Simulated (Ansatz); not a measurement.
# Cl on Rh(111): change of the work function, part 3 of 4

Wanted: Δφ(θ) for Cl/Rh(111), starting from the fcc site.

Ansatz 0.2.0; plane-wave DFT, PBE, Ansatz PAW.

So far, work function, upper face (eV): step 2 (the clean slab) 5.17; step 3 (37 atoms, coverage 0.111 ML, cell 3x3) 5.08.

**4. The covered slab, k-mesh 6×6×1, coverage 0.25 ML**

System of this step: Cl/Rh(111). The cell holds 17 atoms: 16 Rh and 1 Cl. Its edges and angles: a = 5.374 Å, b = 5.374 Å, c = 26.551 Å, α = 90.0°, β = 90.0°, γ = 60.0°. Vacuum lies along c.

Another coverage, to see how the dipoles act on each other as their distance changes.

input.yaml reads:

```yaml
crystal:
  lattice:
    - [5.374011537, -1.0e-10, 0.0]
    - [2.6870057685, 4.6540305112, 0.0]
    - [0.0, 0.0, 26.5510579136]
  atoms:
    - { symbol: Rh, position: [0.0, 0.0, 0.3389695442] }
    - { symbol: Rh, position: [0.1666666667, 0.1666666667, 0.4216001885] }
    - { symbol: Rh, position: [0.3333333333, 0.3333333333, 0.5040886906] }
    - { symbol: Rh, position: [0.0, 0.0, 0.5865608252] }
    - { symbol: Rh, position: [0.0, 0.5, 0.3389695442] }
    - { symbol: Rh, position: [0.1666666667, 0.6666666667, 0.4216001885] }
    - { symbol: Rh, position: [0.3333333333, 0.8333333333, 0.5040886906] }
    - { symbol: Rh, position: [0.0, 0.5, 0.5865608252] }
    - { symbol: Rh, position: [0.5, 0.0, 0.3389695442] }
    - { symbol: Rh, position: [0.6666666667, 0.1666666667, 0.4216001885] }
    - { symbol: Rh, position: [0.8333333333, 0.3333333333, 0.5040886906] }
    - { symbol: Rh, position: [0.5, 0.0, 0.5865608252] }
    - { symbol: Rh, position: [0.5, 0.5, 0.3389695442] }
    - { symbol: Rh, position: [0.6666666667, 0.6666666667, 0.4216001885] }
    - { symbol: Rh, position: [0.8333333333, 0.8333333333, 0.5040886906] }
    - { symbol: Rh, position: [0.5, 0.5, 0.5865608252] }
    - { symbol: Cl, position: [0.1666666667, 0.1666666667, 0.6610304558] }
kpoints:
  mp_grid: { grid: [6, 6, 1] }
hamiltonian:
  xc: pbe
scf:
  occupations: { method: fermi_dirac, width: 0.1 }
  convergence: { dr2_threshold: 1.0e-08 }
efield:
  axis: 3
  dipole_correction: true
  ramp_position: 0.97
  ramp_width: 0.06
relax:
  f_tol: 0.02
  max_steps: 60
  constraints: [{ sites: [0, 1, 4, 5, 8, 9, 12, 13] }]
output:
  dos: { projected: true, e_range: [-8, 4] }
  write_potential: true
  write_density: true
  volumetric_format: npy
  elf: true
```

Command:

```console
$ ansatz run input.yaml --threads 4 --pin off --max-ram 16384MiB --backend cpu --events-out ev --progress --plain --runs-dir out
```

Standard output:

```text
[...]
Crystal: 17 atoms, lattice volume = 664.064 Å³
Basis set: ecut = 420 eV, 12851 PW (Γ), exchange–correlation on 72×72×360 points (8 copies of the dense FFT grid, shifted against one another)
Bands: 168, of which v1, the nominal top of the filled ones, is band 140 counted from 1 (139 counted from 0)
Symmetry: 6 space group operations
[...]
k-points: 7 of 36 (time reversal used)
[...]
SCF iter   1: F=—  HF=-103521.530216 eV  |F-HF|=—  |Δ(HF+E_count)|=         —  Δρ=8.89e-3  dr2=6.92e0  ethr=1.77e-3  p=0.043 e·Å  D=1.18e-2 V/Å  ΔV_dip=-0.31 eV  dr2_dipole=2.62e0  V_vac-E_F(+/−)=4.76/5.07 eV  ⟨swp⟩=8.4  Hψ=5493  notcnv=0  defer=29
[...]
SCF iter  11: F=-103521.475068 eV  HF=-103521.475068 eV  |F-HF|=2.32e-8  |Δ(HF+E_count)|=   6.93e-8  Δρ=3.53e-7  dr2=1.46e-9  ethr=3.58e-12  p=-0.005 e·Å  D=-1.35e-3 V/Å  ΔV_dip=0.04 eV  dr2_dipole=8.31e-12  V_vac-E_F(+/−)=5.18/5.15 eV  ⟨swp⟩=15.4  Hψ=8170  notcnv=0
SCF 1 converged in 11 iterations: F = -103521.475068 eV  dr2 = 1.46e-9
[...]
relax step   1: F+E_penalty+E_count = -103521.47506800 eV  Δ(F+E_penalty+E_count) = +0.000e0 eV  max|allowed force component| = 8.092e-1 eV/Å  Δτ_max = 0.0000 Å  (11 SCF iters, accepted)
[...]
SCF iter  10: F=-103521.544750 eV  HF=-103521.544750 eV  |F-HF|=2.25e-8  |Δ(HF+E_count)|=   7.83e-8  Δρ=6.09e-7  dr2=4.73e-9  ethr=3.58e-12  p=0.005 e·Å  D=1.47e-3 V/Å  ΔV_dip=-0.04 eV  dr2_dipole=1.60e-10  V_vac-E_F(+/−)=5.11/5.15 eV  ⟨swp⟩=15.0  Hψ=8568  notcnv=0
SCF 2 converged in 10 iterations: F = -103521.544750 eV  dr2 = 4.73e-9
relax step   2: F+E_penalty+E_count = -103521.54474997 eV  Δ(F+E_penalty+E_count) = -6.968e-2 eV  max|allowed force component| = 2.732e-1 eV/Å  Δτ_max = 0.0706 Å  (10 SCF iters, accepted)
SCF iter   1: F=—  HF=-103521.554201 eV  |F-HF|=—  |Δ(HF+E_count)|=         —  Δρ=1.86e-3  dr2=3.57e-2  ethr=3.47e-5  p=0.005 e·Å  D=1.47e-3 V/Å  ΔV_dip=-0.04 eV  dr2_dipole=3.06e-3  V_vac-E_F(+/−)=5.11/5.15 eV  ⟨swp⟩=3.0  Hψ=2656  notcnv=0  defer=43
[...]
SCF iter   9: F=-103521.552490 eV  HF=-103521.552490 eV  |F-HF|=3.90e-8  |Δ(HF+E_count)|=   3.55e-8  Δρ=7.16e-7  dr2=6.26e-9  ethr=3.58e-12  p=0.017 e·Å  D=4.50e-3 V/Å  ΔV_dip=-0.12 eV  dr2_dipole=1.08e-10  V_vac-E_F(+/−)=5.03/5.15 eV  ⟨swp⟩=14.4  Hψ=8800  notcnv=0
SCF 3 converged in 9 iterations: F = -103521.552490 eV  dr2 = 6.26e-9
relax step   3: F+E_penalty+E_count = -103521.55249047 eV  Δ(F+E_penalty+E_count) = -7.740e-3 eV  max|allowed force component| = 3.381e-2 eV/Å  Δτ_max = 0.0275 Å  (9 SCF iters, accepted)
SCF iter   1: F=—  HF=-103521.552307 eV  |F-HF|=—  |Δ(HF+E_count)|=         —  Δρ=6.94e-4  dr2=1.21e-2  ethr=1.95e-5  p=0.017 e·Å  D=4.50e-3 V/Å  ΔV_dip=-0.12 eV  dr2_dipole=3.97e-3  V_vac-E_F(+/−)=5.03/5.15 eV  ⟨swp⟩=2.0  Hψ=2092  notcnv=0  defer=37
[...]
SCF iter   8: F=-103521.552711 eV  HF=-103521.552711 eV  |F-HF|=3.29e-8  |Δ(HF+E_count)|=   9.03e-8  Δρ=5.27e-7  dr2=3.25e-9  ethr=3.58e-12  p=0.018 e·Å  D=4.89e-3 V/Å  ΔV_dip=-0.13 eV  dr2_dipole=1.30e-10  V_vac-E_F(+/−)=5.02/5.15 eV  ⟨swp⟩=12.1  Hψ=8306  notcnv=0
SCF 4 converged in 8 iterations: F = -103521.552711 eV  dr2 = 3.25e-9
relax step   4: F+E_penalty+E_count = -103521.55271068 eV  Δ(F+E_penalty+E_count) = -2.202e-4 eV  max|allowed force component| = 1.265e-2 eV/Å  Δτ_max = 0.0105 Å  (8 SCF iters, accepted)
[...]
SCF converged after 8 iterations
Free energy (F): -103521.552711 eV
[...]
Internal energy: -103520.719665 eV  (E = F + TS)
E sigma→0 (E₀):  -103521.136188 eV
Entropy (-TS):   -0.833046 eV (-49.003 meV/atom)
Fermi energy:    4.362235 eV
Dipole field:    D = 0.004898 V/Å  (p = 0.017975 e·Å, saw-weighted, corrected)
Work function:   Φ+ = 5.0182 eV   Φ− = 5.1483 eV
[...]
--- Forces (eV/Å), atoms counted from 1 ---
  atom   1  Rh    -0.02815847    -0.01625730     0.05908285
  atom   2  Rh     0.00000000    -0.00000000    -0.05461484
  atom   3  Rh     0.00040338     0.00023289    -0.00303758
  atom   4  Rh    -0.00207156    -0.00119602     0.00438985
  atom   5  Rh     0.00000000     0.03251460     0.05908285
  atom   6  Rh    -0.12690535     0.07326884    -0.05955075
  atom   7  Rh    -0.00000000    -0.00046579    -0.00303758
  atom   8  Rh     0.00000000     0.00239203     0.00438985
  atom   9  Rh     0.02815847    -0.01625730     0.05908285
  atom  10  Rh    -0.00000000    -0.14653767    -0.05955075
  atom  11  Rh    -0.00040338     0.00023289    -0.00303758
  atom  12  Rh     0.00207156    -0.00119602     0.00438985
  atom  13  Rh     0.00000000    -0.00000000     0.03034863
  atom  14  Rh     0.12690535     0.07326884    -0.05955075
  atom  15  Rh     0.00000000     0.00000000    -0.00261984
  atom  16  Rh    -0.00000000     0.00000000     0.01264634
  atom  17  Cl    -0.00000000     0.00000000     0.01156482
  max |Σ_I F_I| component: 2.18e-5 eV/Å
--- Band table (eV; the first three rows and the last of 7) ---
  k-point 0: bands = [... 136 lower, 4.7214, 4.7899, 4.7899, 4.9527, 4.9583, 4.9583, 4.9975, 5.1067, ... 24 higher]
  k-point 1: bands = [... 136 lower, 4.5760, 4.5854, 4.6948, 4.7078, 4.7424, 4.7747, 4.8275, 4.9162, ... 24 higher]
  k-point 2: bands = [... 136 lower, 3.9725, 4.0651, 4.1840, 4.2257, 4.2861, 4.3848, 4.4439, 4.5018, ... 24 higher]
  k-point 6: bands = [... 136 lower, 4.0335, 4.1066, 4.1649, 4.3308, 4.3556, 4.3892, 4.4603, 4.5101, ... 24 higher]
--- Relaxed structure (4 steps of the walk, 4 accepted, 0 SCFs on fresh bases) ---
  F+E_penalty+E_count = -103521.55271068 eV   max|allowed force component| = 1.265e-2 eV/Å
  atoms:
    - { symbol: Rh, position: [-1.795949e-17, -1.795949e-17, 0.3389695442] }
    - { symbol: Rh, position: [0.166667, 0.166667, 0.4216001885] }
    - { symbol: Rh, position: [0.333350, 0.333350, 0.503665] }
    - { symbol: Rh, position: [-0.00265466, -0.00265466, 0.587626] }
    - { symbol: Rh, position: [-5.551115e-17, 0.500000, 0.3389695442] }
    - { symbol: Rh, position: [0.166667, 0.666667, 0.4216001885] }
    - { symbol: Rh, position: [0.333350, 0.833300, 0.503665] }
    - { symbol: Rh, position: [-0.00265466, 0.505309, 0.587626] }
    - { symbol: Rh, position: [0.500000, -1.795949e-17, 0.3389695442] }
    - { symbol: Rh, position: [0.666667, 0.166667, 0.4216001885] }
    - { symbol: Rh, position: [0.833300, 0.333350, 0.503665] }
    - { symbol: Rh, position: [0.505309, -0.00265466, 0.587626] }
    - { symbol: Rh, position: [0.500000, 0.500000, 0.3389695442] }
    - { symbol: Rh, position: [0.666667, 0.666667, 0.4216001885] }
    - { symbol: Rh, position: [0.833333, 0.833333, 0.506816] }
    - { symbol: Rh, position: [0.500000, 0.500000, 0.585281] }
    - { symbol: Cl, position: [0.166667, 0.166667, 0.657969] }
```

The job ended after 77 s (4 threads of Arm Neoverse V2, shared host; peak memory 2.7 GiB; 5.1 min of CPU time).

The steps of the relaxation:

| step | energy less that of the first step (eV) | largest force component (eV/Å) |
| --- | --- | --- |
| 1 | 0.0000 | 0.8092 |
| 2 | -0.0697 | 0.2732 |
| 3 | -0.0774 | 0.0338 |
| 4 | -0.0776 | 0.0126 |

Forces are held to the 6 operations that the program found; a distortion that breaks them can't arise in this run.

The atoms that moved most (Å):

| atom | dx | dy | dz | length |
| --- | --- | --- | --- | --- |
| Cl17 | 0.000 | 0.000 | -0.081 | 0.081 |
| Rh15 | 0.000 | 0.000 | 0.072 | 0.072 |
| Rh4 | -0.021 | -0.012 | 0.028 | 0.038 |
| Rh12 | 0.021 | -0.012 | 0.028 | 0.038 |
| Rh8 | 0.000 | 0.025 | 0.028 | 0.038 |
| Rh16 | 0.000 | 0.000 | -0.034 | 0.034 |
| Rh3 | 0.000 | 0.000 | -0.011 | 0.011 |
| Rh7 | 0.000 | 0.000 | -0.011 | 0.011 |

Final coordinates:

```
Rh Cl
1.0
     5.37401    0.00000    0.00000
     2.68701    4.65403    0.00000
     0.00000    0.00000   26.55106
Rh Cl
16 1
Direct
  0.00000 0.00000 0.33897
  0.16667 0.16667 0.42160
  0.33335 0.33335 0.50366
  0.99735 0.99735 0.58763
  0.00000 0.50000 0.33897
  0.16667 0.66667 0.42160
  0.33335 0.83330 0.50366
  0.99735 0.50531 0.58763
  0.50000 0.00000 0.33897
  0.66667 0.16667 0.42160
  0.83330 0.33335 0.50366
  0.50531 0.99735 0.58763
  0.50000 0.50000 0.33897
  0.66667 0.66667 0.42160
  0.83333 0.83333 0.50682
  0.50000 0.50000 0.58528
  0.16667 0.16667 0.65797
```

Read from the output:

```
energy at zero smearing        : -103521.1362 eV
work function, upper face      : 5.018 eV
work function, lower face      : 5.148 eV
dipole along the normal        : 0.01797 e·Å
step between the vacuum levels : -0.1300 eV
```

The density of states has structure finer than the step of the table below, so its rows give means over 0.5 eV. Peaks (eV: height): -4.21: 45.3, -4.00: 53.2, -2.77: 51.3, -2.65: 51.2, -2.53: 44.1, -2.38: 73.4, 0.09: 50.0.

Density of states against energy, zero at the Fermi level; means over each step:

| energy (eV) | density of states (states/eV a cell) |
| --- | --- |
| -7.5 | 0.314 |
| -7.0 | 0.976 |
| -6.5 | 2.54 |
| -6.0 | 7.65 |
| -5.5 | 23.6 |
| -5.0 | 25.6 |
| -4.5 | 21.4 |
| -4.0 | 23.1 |
| -3.5 | 18.4 |
| -3.0 | 28.1 |
| -2.5 | 34.7 |
| -2.0 | 22.5 |
| -1.5 | 23.6 |
| -1.0 | 23.3 |
| -0.5 | 27.0 |
| 0.0 | 24.5 |
| 0.5 | 31.1 |
| 1.0 | 7.38 |
| 1.5 | 4.48 |

Projected DOS per atom over height of the atomic layer and energy from the Fermi level. Layers: Rh4 Rh4 Rh4 Rh4 Cl from below.

Ten even steps from '0' (0.00 states/eV) to '9' (2.48 states/eV), each cell a mean:
```
10010
11110
32230
78871
64560
75571
74570
75561
74461
85571
88871
45651
45541
54554
55554
49836
27739
02216
00003
00000
00000
00000
```
Columns: height of the atomic layer (Å) from 9 to 17.5 (not evenly spaced); rows upwards: energy from the Fermi level (eV) from -7.96 to 1.95.

Electrostatic potential energy in the ca plane at fractional y = 0.167, with atoms of Rh and Cl within 0.2 Å of it. With pseudopotentials it is smooth inside the atoms' cores, unlike the true potential.

Ten even steps from '0' (-53 eV) to '9' (9 eV), each cell a mean:
```
64478998899874468875468999999999999999999999
74578988889874468875468999999999999999999999
87789863358987789987789999999999999999999999
99999710016998899999899999999999999999999999
99999600005999999999999999999999999999999999
98899720027998899998899999999999999999999999
86689864468987789987679999999999999999999999
64478988889874468875468999999999999999999999
74578988889874478875578999999999999999999999
87789863368987789987788865789999999999999999
99999710016998899999898511279999999999999999
99999600005999999999998400169999999999999999
98899720017998899998888521379999999999999999
86689864468987789987788876799999999999999999
```
Columns run along c (16.0 Å, from fractional 0.32 to 0.92 of the cell; values clipped at the 3rd and 97th percentile), rows up along a (5.4 Å). Atoms in or near the plane, at fractional coordinates: Rh at (0.42, 0.17), Rh at (0.42, 0.67), Cl at (0.66, 0.17).

ELF in the ca plane at fractional y = 0.167, with atoms of Rh and Cl within 0.2 Å of it. It is the smooth field of the valence electrons, not physical close to the nuclei.

Ten even steps from '0' (0.00) to '9' (0.89), each cell a mean:
```
34432222222234432234431357764200000000000000
34432222222234432234442112221000000000000000
23222235532223322222322100000000000000000000
22222368863222222222222210000000000000000000
33332378873233222222332210000000000000000000
22222367763222222222222110000000000000000000
33322234432223322223332110000000000000000000
34432222222234432234442123331000000000000000
34432222222234432233431368864200000000000000
23222235542223322222223799997410000000000000
22222368863222222222225877998520000000000000
33332378873232222222226854898520000000000000
22222368863222222222225888998520000000000000
33322234432223322223322799986310000000000000
```
Columns run along c (16.0 Å, from fractional 0.32 to 0.92 of the cell), rows up along a (5.4 Å). Atoms in or near the plane, at fractional coordinates: Rh at (0.42, 0.17), Rh at (0.42, 0.67), Cl at (0.66, 0.17).

Valence density in the ca plane at fractional y = 0.167, with atoms of Rh and Cl within 0.2 Å of it. It is the smooth field of the valence electrons, not physical close to the nuclei.

Values in units of 1e0 e/Å³, 8 rows by 16 columns, each cell a mean:
```
1.5 0.6 0.4 0.3 0.9 1.2 0.6 1.5 0.3 0.1 0.0 0.0 0.0 0.0 0.0 0.0
0.6 0.4 2.4 1.8 0.5 0.6 0.3 0.6 0.1 0.0 0.0 0.0 0.0 0.0 0.0 0.0
0.3 0.4 7.5 5.4 0.3 0.3 0.2 0.3 0.1 0.0 0.0 0.0 0.0 0.0 0.0 0.0
0.6 0.4 2.6 1.9 0.5 0.5 0.3 0.7 0.1 0.0 0.0 0.0 0.0 0.0 0.0 0.0
1.5 0.6 0.4 0.3 0.9 1.2 0.6 1.5 0.2 0.1 0.0 0.0 0.0 0.0 0.0 0.0
0.6 0.4 2.4 1.8 0.5 0.6 0.3 0.6 0.7 1.0 0.1 0.0 0.0 0.0 0.0 0.0
0.3 0.4 7.5 5.4 0.3 0.2 0.2 0.3 1.1 1.2 0.2 0.0 0.0 0.0 0.0 0.0
0.6 0.4 2.7 2.0 0.4 0.5 0.3 0.6 0.8 1.1 0.1 0.0 0.0 0.0 0.0 0.0
```
Columns run along c (16.0 Å, from fractional 0.32 to 0.92 of the cell), rows up along a (5.4 Å). Atoms in or near the plane, at fractional coordinates: Rh at (0.42, 0.17), Rh at (0.42, 0.67), Cl at (0.66, 0.17).

The relaxation took 4 steps and lowered the energy by 0.078 eV; the largest force on the free atoms ends at 0.013 eV/Å.

By hand: a sheet of dipoles makes a step −p/(ε₀A) in the electron's potential. With e/ε₀ = 180.95 V·Å, p = 0.01797 e·Å and A = 25.01 Å², that is −180.95 × (0.01797) / 25.01 = -0.130 eV, and the two vacuum levels of the run differ by -0.130 eV.

The covered face has 5.02 eV, -0.15 eV against the clean one; the bare back face has moved by -0.02 eV, a measure of how thin the slab is.

**5. The covered slab, k-mesh 6×6×1, coverage 0.5 ML**

System of this step: Cl/Rh(111). The cell holds 18 atoms: 16 Rh and 2 Cl. Its edges and angles: a = 5.374 Å, b = 5.374 Å, c = 26.551 Å, α = 90.0°, β = 90.0°, γ = 60.0°. Vacuum lies along c.

Another coverage, to see how the dipoles act on each other as their distance changes.

Edit input.yaml of step 4 so:

```diff
@@ -23,2 +23,3 @@
     - { symbol: Cl, position: [0.1666666667, 0.1666666667, 0.6610304558] }
+    - { symbol: Cl, position: [0.6666666667, 0.1666666667, 0.6610304558] }
 kpoints:
```

Standard output:

```text
[...]
Crystal: 18 atoms, lattice volume = 664.064 Å³
Basis set: ecut = 420 eV, 12851 PW (Γ), exchange–correlation on 72×72×360 points (8 copies of the dense FFT grid, shifted against one another)
Bands: 172, of which v1, the nominal top of the filled ones, is band 143 counted from 1 (142 counted from 0)
Symmetry: 4 space group operations
[...]
- { symbol: Rh, position: [-0.00100296, 0.502006, 0.586883] }
[...]
- { symbol: Rh, position: [0.5, 0.500000, 0.338970] }
    - { symbol: Rh, position: [0.666667, 0.666667, 0.421600] }
    - { symbol: Rh, position: [0.834073, 0.831853, 0.506121] }
    - { symbol: Rh, position: [0.498997, 0.502006, 0.586883] }
    - { symbol: Cl, position: [0.145663, 0.208675, 0.660002] }
    - { symbol: Cl, position: [0.645663, 0.208675, 0.660002] }
[key lines of the parts left out:]
SCF converged after 8 iterations
Free energy (F): -104601.274436 eV
Fermi energy:    4.695077 eV
Dipole field:    D = 0.004425 V/Å  (p = 0.016238 e·Å, saw-weighted, corrected)
Work function:   Φ+ = 5.0169 eV   Φ− = 5.1344 eV
```

It took 3.1 min on 4 threads; peak memory 3.1 GiB; 12 min of CPU time.

This run has no spin polarisation, although Rh can carry a moment.

The steps of the relaxation:

| step | energy less that of the first step (eV) | largest force component (eV/Å) |
| --- | --- | --- |
| 1 | 0.0000 | 0.6216 |
| 2 | -0.1084 | 0.2170 |
| 3 | -0.1421 | 0.1478 |
| 4 | -0.1467 | 0.0328 |
| 5 | -0.1471 | 0.0091 |

Forces are held to the 4 operations that the program found; a distortion that breaks them can't arise in this run.

The atoms that moved most (Å):

| atom | dx | dy | dz | length |
| --- | --- | --- | --- | --- |
| Cl17 | 0.000 | 0.196 | -0.027 | 0.197 |
| Cl18 | 0.000 | 0.196 | -0.027 | 0.197 |
| Rh4 | 0.000 | -0.046 | 0.033 | 0.057 |
| Rh12 | 0.000 | -0.046 | 0.033 | 0.057 |
| Rh15 | 0.000 | -0.007 | 0.054 | 0.054 |
| Rh7 | 0.000 | -0.007 | 0.054 | 0.054 |
| Rh3 | 0.000 | -0.006 | -0.021 | 0.022 |
| Rh11 | 0.000 | -0.006 | -0.021 | 0.022 |

Final coordinates:

```xyz
18
Lattice="5.3740 0.0000 0.0000 2.6870 4.6540 0.0000 0.0000 0.0000 26.5511" Properties=species:S:1:pos:R:3
Rh    0.0000    0.0000    9.0000
Rh    1.3435    0.7757   11.1939
Rh    2.6870    1.5450   13.3627
Rh    0.0000   -0.0463   15.6066
Rh    1.3435    2.3270    9.0000
Rh    2.6870    3.1027   11.1939
Rh    4.0305    3.8715   13.4380
Rh    1.3435    2.3364   15.5824
Rh    2.6870    0.0000    9.0000
Rh    4.0305    0.7757   11.1939
Rh    5.3740    1.5450   13.3627
Rh    2.6870   -0.0463   15.6066
Rh    4.0305    2.3270    9.0000
Rh    5.3740    3.1027   11.1939
Rh    6.7175    3.8715   13.4380
Rh    4.0305    2.3364   15.5824
Cl    1.3435    0.9712   17.5238
Cl    4.0305    0.9712   17.5238
```

(Part 3 of 4 ends here.)

[Long decimals in the printed logs are rounded to 6 places.]

[Logs are printed without paths, hosts, clocks, repeated set-up lines and the standing remarks that a program may print on its own settings, such as how far it seeks lower states.]

[Hosts, paths, dates, database ids (printed as entryN), source tags and the programs' standing remarks are cut or masked in the printed files.]

[Maps of the electrostatic potential energy from Ansatz leave out the sawtooth potential of an applied field or a dipole correction, so their vacuum need not be flat; planar profiles and work functions include it.]

[The density of states shown here was stored with 400 of the rows of the run's finer table, so its peaks can read low, often by over a quarter, or be missed, and its means over a window can be off by a tenth or more.]
